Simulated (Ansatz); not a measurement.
# Y on Be(0001): change of the work function, part 2 of 5

How does Y on the fcc site change the work function of Be(0001) as the layer fills?

Ansatz 0.2.0; plane-wave DFT, PBE, Ansatz PAW (the session's first sound run).

So far, work function, upper face (eV): step 2 (the clean slab) 5.30.

### Step 3. Adsorbate added, k-mesh 4×4×1, coverage 0.0625 ML

System of this step: Y/Be(0001). The cell holds 65 atoms: 64 Be and 1 Y. Cell: a = 9.160 Å, b = 9.160 Å, c = 26.125 Å, α = 90.0°, β = 90.0°, γ = 60.0°. Vacuum lies along c.

The clean slab as it ended is repeated in the plane and the adsorbate is set on one face; the cell's size fixes the coverage, and the k-mesh shrinks with it to keep the sampling density about even. Adsorbate and upper layers relax, since the dipole depends on the height.

input.yaml

```yaml
crystal:
  lattice:
    - [9.1600000001, 0.0, 0.0]
    - [4.58, 7.9327926987, 0.0]
    - [0.0, 0.0, 26.124874172]
  atoms:
    - { symbol: Be, position: [0.1666666667, 0.1666666667, 0.3444992669] }
    - { symbol: Be, position: [0.0, 0.0, 0.4131776839] }
    - { symbol: Be, position: [0.1666666667, 0.1666666667, 0.4820921046] }
    - { symbol: Be, position: [0.0, 0.0, 0.5522929924] }
    - { symbol: Be, position: [0.1666666667, 0.4166666667, 0.3444992669] }
    - { symbol: Be, position: [0.0, 0.25, 0.4131776839] }
    - { symbol: Be, position: [0.1666666667, 0.4166666667, 0.4820921046] }
    - { symbol: Be, position: [0.0, 0.25, 0.5522929924] }
    - { symbol: Be, position: [0.1666666667, 0.6666666667, 0.3444992669] }
    - { symbol: Be, position: [0.0, 0.5, 0.4131776839] }
    - { symbol: Be, position: [0.1666666667, 0.6666666667, 0.4820921046] }
    - { symbol: Be, position: [0.0, 0.5, 0.5522929924] }
    - { symbol: Be, position: [0.1666666667, 0.9166666667, 0.3444992669] }
    - { symbol: Be, position: [0.0, 0.75, 0.4131776839] }
    - { symbol: Be, position: [0.1666666667, 0.9166666667, 0.4820921046] }
    - { symbol: Be, position: [0.0, 0.75, 0.5522929924] }
    - { symbol: Be, position: [0.4166666667, 0.1666666667, 0.3444992669] }
    - { symbol: Be, position: [0.25, 0.0, 0.4131776839] }
    - { symbol: Be, position: [0.4166666667, 0.1666666667, 0.4820921046] }
    - { symbol: Be, position: [0.25, 0.0, 0.5522929924] }
    - { symbol: Be, position: [0.4166666667, 0.4166666667, 0.3444992669] }
    - { symbol: Be, position: [0.25, 0.25, 0.4131776839] }
    - { symbol: Be, position: [0.4166666667, 0.4166666667, 0.4820921046] }
    - { symbol: Be, position: [0.25, 0.25, 0.5522929924] }
    - { symbol: Be, position: [0.4166666667, 0.6666666667, 0.3444992669] }
    - { symbol: Be, position: [0.25, 0.5, 0.4131776839] }
    - { symbol: Be, position: [0.4166666667, 0.6666666667, 0.4820921046] }
    - { symbol: Be, position: [0.25, 0.5, 0.5522929924] }
    - { symbol: Be, position: [0.4166666667, 0.9166666667, 0.3444992669] }
    - { symbol: Be, position: [0.25, 0.75, 0.4131776839] }
    - { symbol: Be, position: [0.4166666667, 0.9166666667, 0.4820921046] }
    - { symbol: Be, position: [0.25, 0.75, 0.5522929924] }
    - { symbol: Be, position: [0.6666666667, 0.1666666667, 0.3444992669] }
    - { symbol: Be, position: [0.5, 0.0, 0.4131776839] }
    - { symbol: Be, position: [0.6666666667, 0.1666666667, 0.4820921046] }
    - { symbol: Be, position: [0.5, 0.0, 0.5522929924] }
    - { symbol: Be, position: [0.6666666667, 0.4166666667, 0.3444992669] }
    - { symbol: Be, position: [0.5, 0.25, 0.4131776839] }
    - { symbol: Be, position: [0.6666666667, 0.4166666667, 0.4820921046] }
    - { symbol: Be, position: [0.5, 0.25, 0.5522929924] }
    - { symbol: Be, position: [0.6666666667, 0.6666666667, 0.3444992669] }
    - { symbol: Be, position: [0.5, 0.5, 0.4131776839] }
    - { symbol: Be, position: [0.6666666667, 0.6666666667, 0.4820921046] }
    - { symbol: Be, position: [0.5, 0.5, 0.5522929924] }
    - { symbol: Be, position: [0.6666666667, 0.9166666667, 0.3444992669] }
    - { symbol: Be, position: [0.5, 0.75, 0.4131776839] }
    - { symbol: Be, position: [0.6666666667, 0.9166666667, 0.4820921046] }
    - { symbol: Be, position: [0.5, 0.75, 0.5522929924] }
    - { symbol: Be, position: [0.9166666667, 0.1666666667, 0.3444992669] }
    - { symbol: Be, position: [0.75, 0.0, 0.4131776839] }
    - { symbol: Be, position: [0.9166666667, 0.1666666667, 0.4820921046] }
    - { symbol: Be, position: [0.75, 0.0, 0.5522929924] }
    - { symbol: Be, position: [0.9166666667, 0.4166666667, 0.3444992669] }
    - { symbol: Be, position: [0.75, 0.25, 0.4131776839] }
    - { symbol: Be, position: [0.9166666667, 0.4166666667, 0.4820921046] }
    - { symbol: Be, position: [0.75, 0.25, 0.5522929924] }
    - { symbol: Be, position: [0.9166666667, 0.6666666667, 0.3444992669] }
    - { symbol: Be, position: [0.75, 0.5, 0.4131776839] }
    - { symbol: Be, position: [0.9166666667, 0.6666666667, 0.4820921046] }
    - { symbol: Be, position: [0.75, 0.5, 0.5522929924] }
    - { symbol: Be, position: [0.9166666667, 0.9166666667, 0.3444992669] }
    - { symbol: Be, position: [0.75, 0.75, 0.4131776839] }
    - { symbol: Be, position: [0.9166666667, 0.9166666667, 0.4820921046] }
    - { symbol: Be, position: [0.75, 0.75, 0.5522929924] }
    - { symbol: "Y", position: [0.0833333333, 0.0833333333, 0.6555007331] }
kpoints:
  mp_grid: { grid: [4, 4, 1] }
hamiltonian:
  xc: pbe
scf:
  occupations: { method: fermi_dirac, width: 0.1 }
  convergence: { dr2_threshold: 1.0e-08 }
efield:
  axis: 3
  dipole_correction: true
  ramp_position: 0.97
  ramp_width: 0.06
relax:
  f_tol: 0.02
  max_steps: 60
  constraints:
    - { sites: [0, 1, 4, 5, 8, 9, 12, 13, 16, 17, 20, 21, 24, 25, 28, 29, 32, 33, 36, 37, 40, 41, 44, 45, 48, 49, 52, 53, 56, 57, 60, 61] }
output:
  bader: true
  write_potential: true
  write_density: true
  volumetric_format: npy
```

On the command line:

```console
$ ansatz run input.yaml --threads 4 --pin off --max-ram 6144MiB --backend cpu --events-out ev --progress --plain --runs-dir out
```

Numbers of over 12 decimals in the logs are rounded to 6 here.

Log:

```text
[...]
Crystal: 65 atoms, lattice volume = 1898.348 Å³
Basis set: ecut = 420 eV, 37179 PW (Γ), exchange–correlation on 128×128×360 points (8 copies of the dense FFT grid, shifted against one another)
Bands: 135, of which v1, the nominal top of the filled ones, is band 70 counted from 1 (69 counted from 0)
Symmetry: 6 space group operations
[...]
k-points: 4 of 16 (time reversal used)
[...]
SCF iter   1: F=—  HF=-9768.465983 eV  |F-HF|=—  |Δ(HF+E_count)|=         —  Δρ=2.06e-3  dr2=3.16e-1  ethr=1.77e-3  p=0.958 e·Å  D=9.13e-2 V/Å  ΔV_dip=-2.38 eV  dr2_dipole=6.69e-2  V_vac-E_F(+/−)=2.95/5.33 eV  ⟨swp⟩=13.8  Hψ=4926  notcnv=0  defer=111
[...]
SCF iter  11: F=-9768.453243 eV  HF=-9768.453243 eV  |F-HF|=9.15e-9  |Δ(HF+E_count)|=   5.33e-8  Δρ=2.81e-7  dr2=3.25e-9  ethr=7.19e-12  p=0.851 e·Å  D=8.12e-2 V/Å  ΔV_dip=-2.12 eV  dr2_dipole=2.66e-13  V_vac-E_F(+/−)=3.13/5.25 eV  ⟨swp⟩=8.0  Hψ=3117  notcnv=0
SCF 1 converged in 11 iterations: F = -9768.453243 eV  dr2 = 3.25e-9
[...]
relax step   1: F+E_penalty+E_count = -9768.45324326 eV  Δ(F+E_penalty+E_count) = +0.000e0 eV  max|allowed force component| = 2.453e0 eV/Å  Δτ_max = 0.0000 Å  (11 SCF iters, accepted)
[...]
SCF iter  11: F=-9768.935695 eV  HF=-9768.935695 eV  |F-HF|=2.48e-9  |Δ(HF+E_count)|=   1.54e-8  Δρ=1.79e-7  dr2=5.57e-9  ethr=7.19e-12  p=0.969 e·Å  D=9.24e-2 V/Å  ΔV_dip=-2.41 eV  dr2_dipole=1.31e-9  V_vac-E_F(+/−)=2.83/5.24 eV  ⟨swp⟩=9.2  Hψ=2729  notcnv=0
SCF 2 converged in 11 iterations: F = -9768.935695 eV  dr2 = 5.57e-9
relax step   2: F+E_penalty+E_count = -9768.93569452 eV  Δ(F+E_penalty+E_count) = -4.825e-1 eV  max|allowed force component| = 2.128e0 eV/Å  Δτ_max = 0.1971 Å  (11 SCF iters, accepted)
SCF iter   1: F=—  HF=-9769.339835 eV  |F-HF|=—  |Δ(HF+E_count)|=         —  Δρ=2.06e-3  dr2=1.36e-1  ethr=1.44e-3  p=0.969 e·Å  D=9.24e-2 V/Å  ΔV_dip=-2.41 eV  dr2_dipole=3.88e-3  V_vac-E_F(+/−)=2.83/5.24 eV  ⟨swp⟩=3.8  Hψ=1342  notcnv=0  defer=153
[...]
SCF iter   9: F=-9769.300606 eV  HF=-9769.300606 eV  |F-HF|=3.98e-9  |Δ(HF+E_count)|=   3.65e-8  Δρ=2.49e-7  dr2=3.57e-9  ethr=7.19e-12  p=1.070 e·Å  D=1.02e-1 V/Å  ΔV_dip=-2.66 eV  dr2_dipole=3.44e-11  V_vac-E_F(+/−)=2.58/5.24 eV  ⟨swp⟩=10.0  Hψ=2952  notcnv=0
SCF 3 converged in 9 iterations: F = -9769.300606 eV  dr2 = 3.57e-9
relax step   3: F+E_penalty+E_count = -9769.30060627 eV  Δ(F+E_penalty+E_count) = -3.649e-1 eV  max|allowed force component| = 1.183e0 eV/Å  Δτ_max = 0.1963 Å  (9 SCF iters, accepted)
[...]
relax step   4: F+E_penalty+E_count = -9769.52940956 eV  Δ(F+E_penalty+E_count) = -2.288e-1 eV  max|allowed force component| = 3.114e-1 eV/Å  Δτ_max = 0.1963 Å  (9 SCF iters, accepted)
[...]
relax step   5: F+E_penalty+E_count = -9769.58657629 eV  Δ(F+E_penalty+E_count) = -5.717e-2 eV  max|allowed force component| = 1.140e-1 eV/Å  Δτ_max = 0.0958 Å  (9 SCF iters, accepted)
SCF iter   1: F=—  HF=-9769.588787 eV  |F-HF|=—  |Δ(HF+E_count)|=         —  Δρ=2.16e-4  dr2=2.03e-3  ethr=1.62e-5  p=1.038 e·Å  D=9.90e-2 V/Å  ΔV_dip=-2.59 eV  dr2_dipole=1.20e-4  V_vac-E_F(+/−)=2.66/5.24 eV  ⟨swp⟩=2.0  Hψ=1019  notcnv=0  defer=156
[...]
SCF iter   7: F=-9769.588598 eV  HF=-9769.588598 eV  |F-HF|=7.69e-9  |Δ(HF+E_count)|=   3.98e-8  Δρ=1.35e-7  dr2=7.35e-10  ethr=7.19e-12  p=1.042 e·Å  D=9.94e-2 V/Å  ΔV_dip=-2.60 eV  dr2_dipole=4.15e-11  V_vac-E_F(+/−)=2.65/5.24 eV  ⟨swp⟩=9.5  Hψ=2834  notcnv=0
SCF 6 converged in 7 iterations: F = -9769.588598 eV  dr2 = 7.35e-10
relax step   6: F+E_penalty+E_count = -9769.58859787 eV  Δ(F+E_penalty+E_count) = -2.022e-3 eV  max|allowed force component| = 9.473e-3 eV/Å  Δτ_max = 0.0118 Å  (7 SCF iters, accepted)
NSCF: frozen V_eff on 4 k-points
[...]
SCF converged after 7 iterations
Free energy (F): -9769.588598 eV
[...]
Internal energy: -9769.120112 eV  (E = F + TS)
E sigma→0 (E₀):  -9769.354355 eV
Entropy (-TS):   -0.468486 eV (-7.207 meV/atom)
Fermi energy:    -0.570978 eV
Dipole field:    D = 0.099367 V/Å  (p = 1.042454 e·Å, saw-weighted, corrected)
Work function:   Φ+ = 2.6479 eV   Φ− = 5.2438 eV
[...]
--- Forces (eV/Å), atoms counted from 1 ---
  atom   1  Be    -0.01004773    -0.00580106    -0.12085050
  atom   2  Be    -0.01658305    -0.00957423    -0.05992480
  atom   3  Be     0.00300484     0.00173485    -0.00089025
  atom   4  Be    -0.00146667    -0.00084678     0.00585219
  atom   5  Be     0.01326659     0.00717173    -0.10839897
  atom   6  Be    -0.00000000     0.01914846    -0.05992480
  atom   7  Be    -0.00141753    -0.00229030     0.00268263
  atom   8  Be    -0.00000000     0.00169356     0.00585219
  atom   9  Be     0.00042240    -0.01507507    -0.10839897
  atom  10  Be     0.03804385     0.00606249     0.17940329
  atom  11  Be     0.00127469     0.00237277     0.00268263
  atom  12  Be    -0.00265707    -0.00135428     0.00200950
  atom  13  Be    -0.00000000     0.01160212    -0.12085050
  atom  14  Be     0.01377165    -0.03597819     0.17940329
  atom  15  Be     0.00000000    -0.00346969    -0.00089025
  atom  16  Be    -0.00015570     0.00297822     0.00200950
  atom  17  Be     0.01284419     0.00790334    -0.10839897
  atom  18  Be     0.01658305    -0.00957423    -0.05992480
  atom  19  Be    -0.00269223    -0.00008247     0.00268263
  atom  20  Be     0.00146667    -0.00084678     0.00585219
  atom  21  Be    -0.00000000    -0.00000000    -0.16985422
  atom  22  Be     0.05876674     0.03392899     0.12364944
  atom  23  Be     0.00000000    -0.00000000     0.00325526
  atom  24  Be    -0.00334415    -0.00193074    -0.00108243
  atom  25  Be    -0.00042240    -0.01507507    -0.10839897
  atom  26  Be     0.00271586    -0.00156800     0.19045111
  atom  27  Be    -0.00127469     0.00237277     0.00268263
  atom  28  Be     0.00187290    -0.00108132    -0.00380212
  atom  29  Be     0.02558533    -0.01477170    -0.12991871
  atom  30  Be     0.00000000    -0.06785798     0.12364944
  atom  31  Be     0.00820416    -0.00473667    -0.00631800
  atom  32  Be    -0.00000000     0.00386149    -0.00108243
  atom  33  Be    -0.01284419     0.00790334    -0.10839897
  atom  34  Be     0.02427220     0.02991569     0.17940329
  atom  35  Be     0.00269223    -0.00008247     0.00268263
  atom  36  Be    -0.00250137    -0.00162395     0.00200950
  atom  37  Be    -0.01326659     0.00717173    -0.10839897
  atom  38  Be    -0.00000000     0.00313601     0.19045111
  atom  39  Be     0.00141753    -0.00229030     0.00268263
  atom  40  Be    -0.00000000     0.00216264    -0.00380212
[...]
atom  54  Be    -0.05876674     0.03392899     0.12364944
  atom  55  Be    -0.00000000     0.00947334    -0.00631800
  atom  56  Be     0.00334415    -0.00193074    -0.00108243
  atom  57  Be     0.01336440    -0.00771594    -0.12885716
  atom  58  Be    -0.03804385     0.00606249     0.17940329
  atom  59  Be     0.00522040    -0.00301400    -0.00646194
  atom  60  Be     0.00265707    -0.00135428     0.00200950
  atom  61  Be    -0.02558533    -0.01477170    -0.12991871
  atom  62  Be     0.00000000     0.00000000     0.12262513
  atom  63  Be    -0.00820416    -0.00473667    -0.00631800
  atom  64  Be     0.00000000     0.00000000     0.00726181
  atom  65  Y      0.00000000     0.00000000    -0.00302907
  max |Σ_I F_I| component: 2.19e-5 eV/Å
--- Band table (eV) ---
  k-point 0: bands = [... 66 lower, -0.6854, -0.6854, -0.5329, -0.1360, -0.1265, -0.1265, -0.0268, -0.0268, ... 61 higher]
  k-point 1: bands = [... 66 lower, -0.6642, -0.5903, -0.5344, -0.5158, -0.3809, -0.3215, -0.1342, -0.1068, ... 61 higher]
  k-point 2: bands = [... 66 lower, -1.1512, -1.1086, -1.0657, -1.0556, -1.0092, -0.9781, 0.1342, 0.1881, ... 61 higher]
  k-point 3: bands = [... 66 lower, -1.0840, -0.8219, -0.8009, -0.6822, -0.3805, -0.3118, -0.2622, -0.0093, ... 61 higher]
--- Relaxed structure (6 steps of the walk, 6 accepted, 0 SCFs on fresh bases) ---
  F+E_penalty+E_count = -9769.58859787 eV   max|allowed force component| = 9.473e-3 eV/Å
  atoms:
    - { symbol: Be, position: [0.166667, 0.166667, 0.344499] }
    - { symbol: Be, position: [-5.551115125064489e-18, -5.5511151250644865e-18, 0.413178] }
    - { symbol: Be, position: [0.167544, 0.167544, 0.480249] }
    - { symbol: Be, position: [-0.00208328, -0.00208328, 0.546260] }
    - { symbol: Be, position: [0.166667, 0.416667, 0.344499] }
    - { symbol: Be, position: [1.3877787807814457e-17, 0.250000, 0.413178] }
    - { symbol: Be, position: [0.166152, 0.416661, 0.483617] }
    - { symbol: Be, position: [-0.00208328, 0.254167, 0.546260] }
    - { symbol: Be, position: [0.166667, 0.666667, 0.344499] }
    - { symbol: Be, position: [0.0, 0.500000, 0.413178] }
    - { symbol: Be, position: [0.166152, 0.667187, 0.483617] }
    - { symbol: Be, position: [-0.000311607, 0.500582, 0.554238] }
    - { symbol: Be, position: [0.166667, 0.916667, 0.344499] }
    - { symbol: Be, position: [0.0, 0.750000, 0.413178] }
    - { symbol: Be, position: [0.167544, 0.914912, 0.480249] }
    - { symbol: Be, position: [-0.000311607, 0.749730, 0.554238] }
    - { symbol: Be, position: [0.416667, 0.166667, 0.344499] }
    - { symbol: Be, position: [0.250000, -5.551115125064487e-18, 0.413178] }
    - { symbol: Be, position: [0.416661, 0.166152, 0.483617] }
    - { symbol: Be, position: [0.254167, -0.00208328, 0.546260] }
    - { symbol: Be, position: [0.416667, 0.416667, 0.344499] }
    - { symbol: Be, position: [0.25, 0.250000, 0.413178] }
    - { symbol: Be, position: [0.416667, 0.416667, 0.483447] }
    - { symbol: Be, position: [0.247323, 0.247323, 0.554596] }
    - { symbol: Be, position: [0.416667, 0.666667, 0.344499] }
    - { symbol: Be, position: [0.250000, 0.500000, 0.413178] }
    - { symbol: Be, position: [0.416661, 0.667187, 0.483617] }
    - { symbol: Be, position: [0.250266, 0.499867, 0.554053] }
    - { symbol: Be, position: [0.416667, 0.916667, 0.344499] }
    - { symbol: Be, position: [0.25, 0.750000, 0.413178] }
    - { symbol: Be, position: [0.419657, 0.915172, 0.481843] }
    - { symbol: Be, position: [0.247323, 0.755354, 0.554596] }
    - { symbol: Be, position: [0.666667, 0.166667, 0.344499] }
    - { symbol: Be, position: [0.500000, -5.551115125064487e-18, 0.413178] }
    - { symbol: Be, position: [0.667187, 0.166152, 0.483617] }
    - { symbol: Be, position: [0.500582, -0.000311607, 0.554238] }
    - { symbol: Be, position: [0.666667, 0.416667, 0.344499] }
    - { symbol: Be, position: [0.500000, 0.250000, 0.413178] }
    - { symbol: Be, position: [0.667187, 0.416661, 0.483617] }
    - { symbol: Be, position: [0.499867, 0.250266, 0.554053] }
[...]
- { symbol: Be, position: [0.916667, 0.416667, 0.344499] }
    - { symbol: Be, position: [0.75, 0.250000, 0.413178] }
    - { symbol: Be, position: [0.915172, 0.419657, 0.481843] }
    - { symbol: Be, position: [0.755354, 0.247323, 0.554596] }
    - { symbol: Be, position: [0.916667, 0.666667, 0.344499] }
    - { symbol: Be, position: [0.750000, 0.500000, 0.413178] }
    - { symbol: Be, position: [0.916011, 0.666995, 0.483028] }
    - { symbol: Be, position: [0.749730, 0.500582, 0.554238] }
    - { symbol: Be, position: [0.916667, 0.916667, 0.344499] }
    - { symbol: Be, position: [0.75, 0.750000, 0.413178] }
    - { symbol: Be, position: [0.915172, 0.915172, 0.481843] }
    - { symbol: Be, position: [0.75, 0.750000, 0.554362] }
    - { symbol: Y, position: [0.083333, 0.083333, 0.629711] }
--- Bader charges: 65 sites ---
  site symbol  charge [e]  shift [e] shared [e]
     0     Be     -0.0438     0.0000    -0.0611
     1     Be      0.7061     0.0002     0.0537
     2     Be     -0.0214     0.0013    -0.2447
     3     Be     -1.6103     0.0030    -1.6103
     4     Be      0.1267     0.0000     0.1158
     5     Be      0.7066     0.0002     0.0536
     6     Be      0.4626     0.0000     0.4153
     7     Be     -1.6099     0.0030    -1.6099
     8     Be      0.1267     0.0000     0.1157
     9     Be      0.3123     0.0002     0.0486
    10     Be      0.4624     0.0000     0.4151
    11     Be      0.0692     0.0005     0.0692
    12     Be     -0.0341     0.0000    -0.0514
    13     Be      0.3129     0.0002     0.0487
    14     Be     -0.0213     0.0013    -0.2445
    15     Be      0.0692     0.0005     0.0692
    16     Be      0.1267     0.0000     0.1158
    17     Be      0.7066     0.0002     0.0536
    18     Be      0.4625     0.0000     0.4153
    19     Be     -1.6099     0.0030    -1.6099
    20     Be     -0.0312     0.0000    -0.0427
    21     Be      0.4202     0.0007     0.0555
    22     Be     -0.4143     0.0000    -0.4807
    23     Be      0.3364     0.0007     0.3364
    24     Be      0.1267     0.0000     0.1158
    25     Be      0.0912     0.0000    -0.0070
    26     Be      0.4628     0.0000     0.4155
    27     Be      0.2171     0.0004     0.2171
    28     Be      0.0305     0.0000     0.0137
    29     Be      0.4201     0.0007     0.0554
    30     Be     -0.6563     0.0011    -0.7697
    31     Be      0.3365     0.0007     0.3365
    32     Be      0.1266     0.0000     0.1158
    33     Be      0.3124     0.0002     0.0487
    34     Be      0.4625     0.0000     0.4151
    35     Be      0.0693     0.0005     0.0693
    36     Be      0.1267     0.0000     0.1158
    37     Be      0.0912     0.0000    -0.0070
    38     Be      0.4628     0.0000     0.4155
    39     Be      0.2171     0.0004     0.2171
[...]
53     Be      0.4202     0.0007     0.0554
    54     Be     -0.6563     0.0011    -0.7697
    55     Be      0.3365     0.0007     0.3365
    56     Be      0.1237     0.0000     0.1122
    57     Be      0.3128     0.0002     0.0485
    58     Be      0.5689     0.0000     0.3645
    59     Be      0.0693     0.0005     0.0693
    60     Be      0.0306     0.0000     0.0137
    61     Be      0.0977     0.0000    -0.0706
    62     Be     -0.6564     0.0011    -0.7692
    63     Be      0.1287     0.0003     0.0986
    64      Y      1.2021     0.0002     1.2021
  maxima off the nuclei: 20, with 7.3188 electrons
  on the straight line to a nucleus their density falls by 7.5e-7 to 3.5e-3 of itself; PAW files or a low cutoff
  can make one that falls by little (a run on other files and one at a higher cutoff tell): if they did, read the shared
  charge, to which what the maxima have on the atom's side is counted
  estimated error of the sums over rays = 8.2e-4 e
```

Run time: 27 min. Hardware: 4 threads of Arm Neoverse N1, shared host; peak memory 4.5 GiB.

Relaxation path:

```csv
step,energy less that of the first step (eV),largest force component (eV/Å)
1,0.0000,2.4529
2,-0.4825,2.1283
3,-0.8474,1.1835
4,-1.0762,0.3114
5,-1.1333,0.1140
6,-1.1354,0.0095
```

The run keeps the 6 symmetry operations that it works with, so distortions that break them were not tested.

The atoms that moved most (Å):

```csv
atom,dx,dy,dz,length
Y65,0.000,0.000,-0.674,0.674
Be4,-0.029,-0.017,-0.158,0.161
Be8,0.000,0.033,-0.158,0.161
Be20,0.029,-0.017,-0.158,0.161
Be24,-0.037,-0.021,0.060,0.074
Be56,0.037,-0.021,0.060,0.074
Be32,0.000,0.042,0.060,0.074
Be64,0.000,0.000,0.054,0.054
```

This step gave:

```yaml
energy_at_zero_smearing: -9769.3544 eV
work_function_upper_face: 2.648 eV
work_function_lower_face: 5.244 eV
dipole_along_the_normal: 1.042 e·Å
step_between_the_vacuum_levels: -2.596 eV
```

Running mean over 1.794 Å of the planar mean; the ramp of the sawtooth is left out. Electron's electrostatic potential energy less the Fermi level against z:

```csv
z (Å),electron's electrostatic potential energy less the Fermi level (eV)
3.5,5.24
4.0,5.24
4.5,5.24
5.0,5.24
5.5,5.24
6.0,5.21
6.5,5.11
7.0,4.74
7.5,3.49
8.0,-0.0224
8.5,-4.25
9.0,-6.00
9.5,-6.33
10.0,-6.43
10.5,-6.51
11.0,-6.54
11.5,-6.48
12.0,-6.49
12.5,-6.55
13.0,-6.44
13.5,-6.17
14.0,-6.21
14.5,-6.04
15.0,-4.39
15.5,-0.945
16.0,1.20
16.5,1.52
17.0,1.66
17.5,2.03
18.0,2.41
18.5,2.57
19.0,2.62
19.5,2.64
20.0,2.64
20.5,2.65
21.0,2.65
21.5,2.65
22.0,2.65
22.5,2.65
23.0,2.65
```

The relaxation took 6 steps and lowered the energy by 1.1 eV; the largest force on the free atoms ends at 0.0095 eV/Å.

The covered face has 2.65 eV, -2.65 eV against the clean one; the bare back face has moved by -0.06 eV, a measure of how thin the slab is.

(Continued in part 3 of 5.)

[Logs are printed without paths, hosts, clocks, repeated set-up lines and the standing remarks that a program may print on its own settings, such as how far it seeks lower states.]

[Hosts, paths, dates, database ids (printed as entryN), source tags and the programs' standing remarks are cut or masked in the printed files.]

[Maps of the electrostatic potential energy from Ansatz leave out the sawtooth potential of an applied field or a dipole correction, so their vacuum need not be flat; planar profiles and work functions include it.]
